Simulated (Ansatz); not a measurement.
An input for Ansatz 0.2.0 (Cs2CoAgF6 (Fm-3m)):

```yaml
crystal:
  lattice:
    - [0.0, 4.4729692616, 4.4729692616]
    - [4.4729692616, 0.0, 4.4729692616]
    - [4.4729692616, 4.4729692616, 0.0]
  atoms:
    - { symbol: Cs, position: [0.25, 0.25, 0.25] }
    - { symbol: Cs, position: [0.75, 0.75, 0.75] }
    - { symbol: Co, position: [0.0, 0.0, 0.0] }
    - { symbol: Ag, position: [0.5, 0.5, 0.5] }
    - { symbol: F, position: [0.212751416, 0.212751416, 0.787248584] }
    - { symbol: F, position: [0.212751416, 0.787248584, 0.787248584] }
    - { symbol: F, position: [0.787248584, 0.787248584, 0.212751416] }
    - { symbol: F, position: [0.212751416, 0.787248584, 0.212751416] }
    - { symbol: F, position: [0.787248584, 0.212751416, 0.787248584] }
    - { symbol: F, position: [0.787248584, 0.212751416, 0.212751416] }
kpoints:
  mp_grid: { grid: [4, 4, 4] }
  band_path:
    path:
      - [0.0, 0.0, 0.0]
      - [0.5, 0.0, 0.5]
      - [0.625, 0.25, 0.625]
      - [0.375, 0.375, 0.75]
      - [0.5, 0.5, 0.5]
      - [0.5, 0.25, 0.75]
    npoints: 1
hamiltonian:
  xc: hse06
  pseudopotentials: { kind: paw, azcp: { folder: soft_1 } }
scf:
  occupations: { method: fixed }
  n_extra_bands: 7
output:
  eigenvalues: true
  write_density: true
  write_potential: true
  elf: true
  volumetric_format: npy
```

```sh
ansatz run input.yaml --threads 2 --pin off --max-ram 92160MiB --backend cuda --events-out ev --progress --plain --runs-dir out --devices 1 --max-vram 13GiB
```

**Question.** How long will it take on 1 × NVIDIA H100 80GB HBM3 (shared by 6 runs) with 2 threads of AMD EPYC 7R13 (Zen 3), shared host, and how much memory?

It took 44 s; on shared hardware allow 22 s to 89 s. Peak host memory was 1.5 GiB. The sizes that set the cost: 3479 plane waves a state, 8 irreducible k points and 23 SCF cycles.

Exact exchange couples every pair of k points and filled bands, so it costs far more than a semilocal run.

[Paths, hosts, dates, memory and timing lines, banners, echoed tables and standing remarks are left out of the program output.]

[Logs are printed without paths, hosts, clocks, repeated set-up lines and the standing remarks that a program may print on its own settings, such as how far it seeks lower states.]

[Runs of the session that timed out or met a known fault of the program may be left out.]

[Cells called generated may have been cut or substituted from an entry of the Crystallography Open Database or the Materials Project.]

[Hosts, paths, dates, database ids (printed as entryN), source tags and the programs' standing remarks are cut or masked in the printed files.]
